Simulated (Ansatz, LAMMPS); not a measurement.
# Structural relaxation of aqueous N(CH3)4+ and OH-, 1.2 mol of salt per kg of water, from a frame at 280 K (163 atoms), part 2 of 3

Wanted: the relaxed structure of aqueous N(CH3)4+ and OH-, 1.2 mol of salt per kg of water, from a frame at 280 K (163 atoms) and its electronic structure.

Ansatz 0.2.0; Kohn-Sham DFT, PBE+D3(BJ), PAW (set soft_2), plane waves.

The cell: 4 C, 1 N, 109 H and 49 O. The network of contacts between molecules at the start is that of the classical potential that made the cell. The density was typed from a rule of thumb and may lie off the real one at this temperature. The Brillouin zone is sampled at Γ only, in a cell whose shortest periodic width is 12 Å.

So far. Step 3 (Single point at the start): Neighbours are counted within 1.21 Å (H-O), 1.34 Å (H-C), 1.79 Å (C-N).

## Step 4: Relaxation

With the cell held, the atoms are moved downhill towards a nearby minimum.

The input, input.yaml:

```yaml
crystal:
  lattice:
    - [11.65719, 0.0, 0.0]
    - [0.0, 11.65719, 0.0]
    - [0.0, 0.0, 11.65719]
  atoms:
    [... the 163 atom lines of step 3 ...]
kpoints:
  mp_grid: { grid: [1, 1, 1] }
hamiltonian:
  xc: pbe
  dispersion: d3bj
scf:
  occupations: { method: fixed }
output:
  forces: true
relax:
  f_tol: 0.05
  max_steps: 200
```

Run with:

```bash
> ansatz run input.yaml --threads 4 --pin off --max-ram 8192MiB --backend cpu --events-out ev --progress --plain --runs-dir out
```

Numbers of over 12 decimals in the logs are rounded to 6 here.

The log of the run:

```text
[...]
Crystal: 163 atoms, lattice volume = 1584.096 Å³
Basis set: ecut = 420 eV, 31103 PW (Γ), exchange–correlation on 160×160×160 points (8 copies of the dense FFT grid, shifted against one another)
Bands: 375, of which v1, the nominal top of the filled ones, is band 212 counted from 1 (211 counted from 0)
Symmetry: 1 space group operations
[...]
k-points: 1
[...]
SCF iter   1: F=—  HF=-30950.429656 eV  |F-HF|=—  |Δ(HF+E_count)|=         —  Δρ=3.35e-3  dr2=2.13e-1  ethr=1.77e-3  ⟨swp⟩=5.0  Hψ=1186  notcnv=0  defer=160
[...]
SCF iter   3: F=—  HF=-30950.300464 eV  |F-HF|=—  |Δ(HF+E_count)|=   3.05e-2  Δρ=6.57e-4  dr2=1.08e-2  ethr=1.01e-5  ⟨swp⟩=3.0  Hψ=434  notcnv=0  defer=61
automatic band count: iteration 3 solves 275 bands in place of 375: the levels show a gap, and the empty bands left out lie too high to hold charge; the band table lists the bands solved (type scf.n_extra_bands for more)
SCF iter   4: F=—  HF=-30950.297150 eV  |F-HF|=—  |Δ(HF+E_count)|=   3.31e-3  Δρ=2.35e-4  dr2=1.04e-3  ethr=2.54e-6  ⟨swp⟩=3.0  Hψ=434  notcnv=0  defer=61
[...]
SCF iter   6: F=-30950.296997 eV  HF=-30950.297013 eV  |F-HF|=1.59e-5  |Δ(HF+E_count)|=   3.34e-5  Δρ=4.76e-5  dr2=3.03e-5  ethr=1.47e-8  ⟨swp⟩=3.0  Hψ=1023  notcnv=0
SCF 1 converged in 6 iterations: F = -30950.296997 eV  dr2 = 3.03e-5
[...]
relax step   1: F+E_penalty+E_count = -30950.29699688 eV  Δ(F+E_penalty+E_count) = +0.000e0 eV  max|allowed force component| = 2.294e0 eV/Å  Δτ_max = 0.0000 Å  (6 SCF iters, dr2 threshold 6.25e-5 eV, accepted)
[... from here on, the SCF cycles and remarks between the steps are left out ...]
relax step   2: F+E_penalty+E_count = -30954.25528253 eV  Δ(F+E_penalty+E_count) = -3.958e0 eV  max|allowed force component| = 1.366e0 eV/Å  Δτ_max = 0.1933 Å  (7 SCF iters, dr2 threshold 1.00e-4 eV, accepted)
relax step   3: F+E_penalty+E_count = -30955.48614756 eV  Δ(F+E_penalty+E_count) = -1.231e0 eV  max|allowed force component| = 1.129e0 eV/Å  Δτ_max = 0.1958 Å  (6 SCF iters, dr2 threshold 1.00e-4 eV, accepted)
relax step   4: F+E_penalty+E_count = -30956.19502923 eV  Δ(F+E_penalty+E_count) = -7.089e-1 eV  max|allowed force component| = 1.920e0 eV/Å  Δτ_max = 0.1951 Å  (6 SCF iters, dr2 threshold 1.00e-4 eV, accepted)
relax step   5: F+E_penalty+E_count = -30956.59333250 eV  Δ(F+E_penalty+E_count) = -3.983e-1 eV  max|allowed force component| = 1.893e0 eV/Å  Δτ_max = 0.1913 Å  (6 SCF iters, dr2 threshold 1.00e-4 eV, accepted)
relax step   6: F+E_penalty+E_count = -30956.90449173 eV  Δ(F+E_penalty+E_count) = -3.112e-1 eV  max|allowed force component| = 1.647e0 eV/Å  Δτ_max = 0.2000 Å  (5 SCF iters, dr2 threshold 1.00e-4 eV, accepted)
relax step   7: F+E_penalty+E_count = -30957.19425765 eV  Δ(F+E_penalty+E_count) = -2.898e-1 eV  max|allowed force component| = 6.761e-1 eV/Å  Δτ_max = 0.1948 Å  (6 SCF iters, dr2 threshold 1.00e-4 eV, accepted)
relax step   8: F+E_penalty+E_count = -30957.47330540 eV  Δ(F+E_penalty+E_count) = -2.790e-1 eV  max|allowed force component| = 1.513e-1 eV/Å  Δτ_max = 0.2000 Å  (6 SCF iters, dr2 threshold 7.71e-5 eV, accepted)
relax step   9: F+E_penalty+E_count = -30957.60172678 eV  Δ(F+E_penalty+E_count) = -1.284e-1 eV  max|allowed force component| = 2.592e-1 eV/Å  Δτ_max = 0.1923 Å  (10 SCF iters, accepted)
relax step  10: F+E_penalty+E_count = -30957.63247207 eV  Δ(F+E_penalty+E_count) = -3.075e-2 eV  max|allowed force component| = 2.113e-1 eV/Å  Δτ_max = 0.1158 Å  (8 SCF iters, dr2 threshold 4.20e-6 eV, accepted)
relax step  11: F+E_penalty+E_count = -30957.67117786 eV  Δ(F+E_penalty+E_count) = -3.871e-2 eV  max|allowed force component| = 1.244e-1 eV/Å  Δτ_max = 0.1167 Å  (6 SCF iters, dr2 threshold 2.97e-5 eV, accepted)
relax step  12: F+E_penalty+E_count = -30957.71129356 eV  Δ(F+E_penalty+E_count) = -4.012e-2 eV  max|allowed force component| = 1.856e-1 eV/Å  Δτ_max = 0.1764 Å  (7 SCF iters, dr2 threshold 5.37e-6 eV, accepted)
relax step  13: F+E_penalty+E_count = -30957.76408493 eV  Δ(F+E_penalty+E_count) = -5.279e-2 eV  max|allowed force component| = 2.999e-1 eV/Å  Δτ_max = 0.1939 Å  (7 SCF iters, dr2 threshold 1.19e-5 eV, accepted)
relax step  14: F+E_penalty+E_count = -30957.82635461 eV  Δ(F+E_penalty+E_count) = -6.227e-2 eV  max|allowed force component| = 2.282e-1 eV/Å  Δτ_max = 0.1940 Å  (6 SCF iters, dr2 threshold 8.99e-5 eV, accepted)
relax step  15: F+E_penalty+E_count = -30957.89565984 eV  Δ(F+E_penalty+E_count) = -6.931e-2 eV  max|allowed force component| = 5.053e-1 eV/Å  Δτ_max = 0.1932 Å  (6 SCF iters, dr2 threshold 3.01e-5 eV, accepted)
relax step  16: F+E_penalty+E_count = -30957.96532923 eV  Δ(F+E_penalty+E_count) = -6.967e-2 eV  max|allowed force component| = 4.769e-1 eV/Å  Δτ_max = 0.1930 Å  (6 SCF iters, dr2 threshold 1.00e-4 eV, accepted)
relax step  17: F+E_penalty+E_count = -30957.99656635 eV  Δ(F+E_penalty+E_count) = -3.124e-2 eV  max|allowed force component| = 1.496e-1 eV/Å  Δτ_max = 0.0922 Å  (6 SCF iters, dr2 threshold 1.00e-4 eV, accepted)
relax step  18: F+E_penalty+E_count = -30958.01673333 eV  Δ(F+E_penalty+E_count) = -2.017e-2 eV  max|allowed force component| = 1.435e-1 eV/Å  Δτ_max = 0.1445 Å  (9 SCF iters, accepted)
relax step  19: F+E_penalty+E_count = -30958.02578825 eV  Δ(F+E_penalty+E_count) = -9.055e-3 eV  max|allowed force component| = 1.476e-1 eV/Å  Δτ_max = 0.0973 Å  (9 SCF iters, accepted)
relax step  20: F+E_penalty+E_count = -30958.03519265 eV  Δ(F+E_penalty+E_count) = -9.404e-3 eV  max|allowed force component| = 1.025e-1 eV/Å  Δτ_max = 0.0754 Å  (6 SCF iters, dr2 threshold 2.00e-5 eV, accepted)
relax step  21: F+E_penalty+E_count = -30958.04758616 eV  Δ(F+E_penalty+E_count) = -1.239e-2 eV  max|allowed force component| = 1.489e-1 eV/Å  Δτ_max = 0.1306 Å  (7 SCF iters, dr2 threshold 5.06e-6 eV, accepted)
relax step  22: F+E_penalty+E_count = -30958.05679934 eV  Δ(F+E_penalty+E_count) = -9.213e-3 eV  max|allowed force component| = 1.979e-1 eV/Å  Δτ_max = 0.1486 Å  (6 SCF iters, dr2 threshold 1.07e-5 eV, accepted)
relax step  23: F+E_penalty+E_count = -30958.06375088 eV  Δ(F+E_penalty+E_count) = -6.952e-3 eV  max|allowed force component| = 1.021e-1 eV/Å  Δτ_max = 0.0582 Å  (5 SCF iters, dr2 threshold 3.92e-5 eV, accepted)
relax step  24: F+E_penalty+E_count = -30958.06879368 eV  Δ(F+E_penalty+E_count) = -5.043e-3 eV  max|allowed force component| = 8.080e-2 eV/Å  Δτ_max = 0.0751 Å  (7 SCF iters, dr2 threshold 2.78e-6 eV, accepted)
relax step  25: F+E_penalty+E_count = -30958.07085920 eV  Δ(F+E_penalty+E_count) = -2.066e-3 eV  max|allowed force component| = 2.847e-2 eV/Å  Δτ_max = 0.0553 Å  (8 SCF iters, accepted)
SCF converged after 8 iterations
Free energy (F): -30958.070859 eV
[...]
Internal energy: -30958.070859 eV  (E = F + TS)
E sigma→0 (E₀):  -30958.070859 eV
Fermi energy:    -2.351924 eV
[...]
--- Forces (eV/Å), atoms counted from 1 ---
  atom   1  C     -0.00581790    -0.01125942    -0.00146455
  atom   2  N      0.02003009    -0.00464098    -0.01775510
  atom   3  C      0.00791854     0.00075968     0.00896224
  atom   4  C      0.00360192     0.01125280     0.00993613
  atom   5  C     -0.01308563     0.00291806     0.02096357
  atom   6  H     -0.00141094     0.00220542    -0.00131631
  atom   7  H      0.01208979     0.00080946    -0.00269647
  atom   8  H     -0.00411406    -0.01306963     0.02196534
  atom   9  H     -0.00339544    -0.00122492     0.01918850
  atom  10  H     -0.01581767     0.02426347    -0.01197467
  atom  11  H      0.01413365    -0.00570120    -0.00522789
  atom  12  H      0.00384931    -0.01003970    -0.00929624
  atom  13  H      0.00646090    -0.00412042    -0.00345906
  atom  14  H     -0.00540670     0.00954100    -0.00524698
[...]
atom 162  O      0.01003050    -0.00682848     0.01060333
  atom 163  H     -0.00837344     0.00757570    -0.00960300
  max |Σ_I F_I| component: 5.36e-5 eV/Å
--- Relaxed structure (25 steps of the walk, 25 accepted, 0 SCFs on fresh bases) ---
  F+E_penalty+E_count = -30958.07085920 eV   max|allowed force component| = 2.847e-2 eV/Å
  atoms:
    - { symbol: C, position: [0.660972, 0.311315, 0.458939] }
    - { symbol: N, position: [0.726620, 0.207181, 0.496202] }
    - { symbol: C, position: [0.705302, 0.109885, 0.414395] }
    - { symbol: C, position: [0.687835, 0.172825, 0.614015] }
[...]
- { symbol: H, position: [0.197309, 0.417997, 0.404978] }
```

Run time: 4 min. Hardware: 4 threads of Arm Neoverse V1, shared host; peak memory 1.7 GiB.

The steps of the relaxation (22 of 25):

```tsv
step	energy less that of the first step (eV)	largest force component (eV/Å)
1	0.0000	2.2942
2	-3.9583	1.3664
3	-5.1892	1.1294
4	-5.8980	1.9202
6	-6.6075	1.6468
7	-6.8973	0.6761
8	-7.1763	0.1513
9	-7.3047	0.2592
10	-7.3355	0.2113
11	-7.3742	0.1244
12	-7.4143	0.1856
14	-7.5294	0.2282
15	-7.5987	0.5053
16	-7.6683	0.4769
17	-7.6996	0.1496
18	-7.7197	0.1435
19	-7.7288	0.1476
20	-7.7382	0.1025
22	-7.7598	0.1979
23	-7.7668	0.1021
24	-7.7718	0.0808
25	-7.7739	0.0285
```

The atoms that moved most (Å):

```tsv
atom	dx	dy	dz	length
H91	0.540	1.736	0.042	1.819
O93	0.880	0.894	0.155	1.265
O90	0.205	1.191	-0.133	1.216
H55	-0.694	0.637	0.711	1.180
O54	-0.586	0.466	0.798	1.094
H106	0.032	-0.550	0.937	1.087
H94	0.669	0.746	0.362	1.065
H124	0.952	0.338	-0.190	1.028
```

The relaxation changed the energy by -47.7 meV/atom, and atoms moved by 0.64 Å r.m.s., 1.8 Å at most.

## Step 5: Local order after relaxation

Bonds before and after, by the cutoffs listed below:

```tsv
pair	bonds before	bonds after	mean before (Å)	mean after (Å)	spread before (Å)	spread after (Å)
H-O	97	97	1.000	0.994	0.005	0.009
H-C	12	12	1.087	1.095	0.035	0.001
C-N	4	4	1.487	1.501	0.028	0.001
```

Density 1.00 g/cm³, 9.718 Å³ an atom.

g(r), total and by pair (bins of 0.2 Å):

```tsv
r (Å)	total	H-H	H-O	H-C	H-N	O-O	O-C
0.90	3.69	0.00	9.20	0.00	0.00	0.00	0.00
1.10	1.53	0.00	2.58	15.00	0.00	0.00	0.00
1.30	0.00	0.00	0.00	0.00	0.00	0.00	0.00
1.50	0.85	1.72	0.00	0.00	0.00	0.00	0.00
1.70	1.22	0.59	2.39	0.00	0.00	0.00	0.00
1.90	0.54	0.24	1.08	0.00	0.00	0.00	0.00
2.10	0.58	0.94	0.08	0.00	15.35	0.00	0.00
2.30	0.84	1.86	0.02	0.00	0.00	0.00	0.00
2.50	0.67	1.30	0.07	0.22	0.00	0.00	0.00
2.70	0.90	0.55	0.13	4.63	0.00	5.04	0.00
2.90	0.67	0.60	0.65	0.17	0.00	1.42	0.00
3.10	0.98	0.56	1.79	0.00	0.00	0.11	0.00
3.30	1.21	0.84	1.84	1.67	0.00	0.28	0.30
3.50	0.93	0.85	1.06	1.31	0.00	0.42	2.40
3.70	1.15	1.54	0.90	0.75	0.00	0.65	0.93
3.90	1.08	1.15	0.99	1.13	0.00	1.25	1.49
4.10	0.98	0.98	0.95	0.87	1.03	1.21	0.58
4.30	1.10	1.11	1.03	0.77	1.57	1.50	0.86
4.50	1.10	1.14	1.04	0.71	0.56	1.42	0.48
4.70	0.98	0.98	0.88	1.11	2.35	1.17	1.43
4.90	1.05	1.05	1.03	0.97	1.69	1.02	1.21
5.10	1.01	0.88	1.11	0.89	1.57	0.99	1.37
5.30	0.94	0.85	1.06	0.98	0.81	0.92	0.80
5.50	0.99	0.91	1.11	1.23	1.52	0.78	1.06
5.70	0.97	1.10	0.90	0.84	0.00	0.82	1.08
```

Bonds by pair of elements; cutoffs follow the first minimum of g(r), held within bounds set by covalent radii, and pairs that aren't listed don't count as bonded:

```tsv
pair A-B	cutoff (Å)	bonds	mean length (Å)	spread (Å)	shortest (Å)	B about A	A about B
H-O	1.21	97	0.994	0.009	0.971	0.89	1.98
H-C	1.34	12	1.09	0.001	1.09	0.11	3
C-N	1.79	4	1.50	0.001	1.50	1	4
```

How many atoms have how many bonded neighbours:

```tsv
element	mean	1	2	4
C	4	0	0	4
H	1	109	0	0
N	4	0	0	1
O	1.98	1	48	0
```

Bond angles, per cent of each kind in bins of 5°:

```tsv
angle (°)	H-O-H	H-C-N	H-C-H
100–105	52.1	0.0	0.0
105–110	47.9	100.0	33.3
110–115	0.0	0.0	66.7
```

Bond angles (no mean is given where the spread exceeds 20°):

```tsv
angle	count	mean (°)	spread (°)
H-O-H	48	105	1.9
H-C-N	12	108	0.4
H-C-H	12	110	0.6
C-N-C	6	110	0.4
```

Hydrogen bonds between water molecules (O–O under 3.5 Å, H–O···O angle under 30°):

```tsv
hydrogen bonds to other water	molecules
0	0
1	0
2	1
3	12
4	33
5	2
```

With the cutoffs above, all C atoms have 4, all H atoms have 1, all N atoms have 4 and 98 % of O atoms have 2 bonded neighbours. The H-O-H angle averages 105° with a spread of 1.9°. The 48 water molecules hold 3.75 hydrogen bonds each to other water on average, with a mean O–O distance of 2.76 Å.

(Continued in part 3 of 3.)

[Logs are printed without paths, hosts, clocks, repeated set-up lines and the standing remarks that a program may print on its own settings, such as how far it seeks lower states.]

[Hosts, paths, dates, database ids (printed as entryN), source tags and the programs' standing remarks are cut or masked in the printed files.]
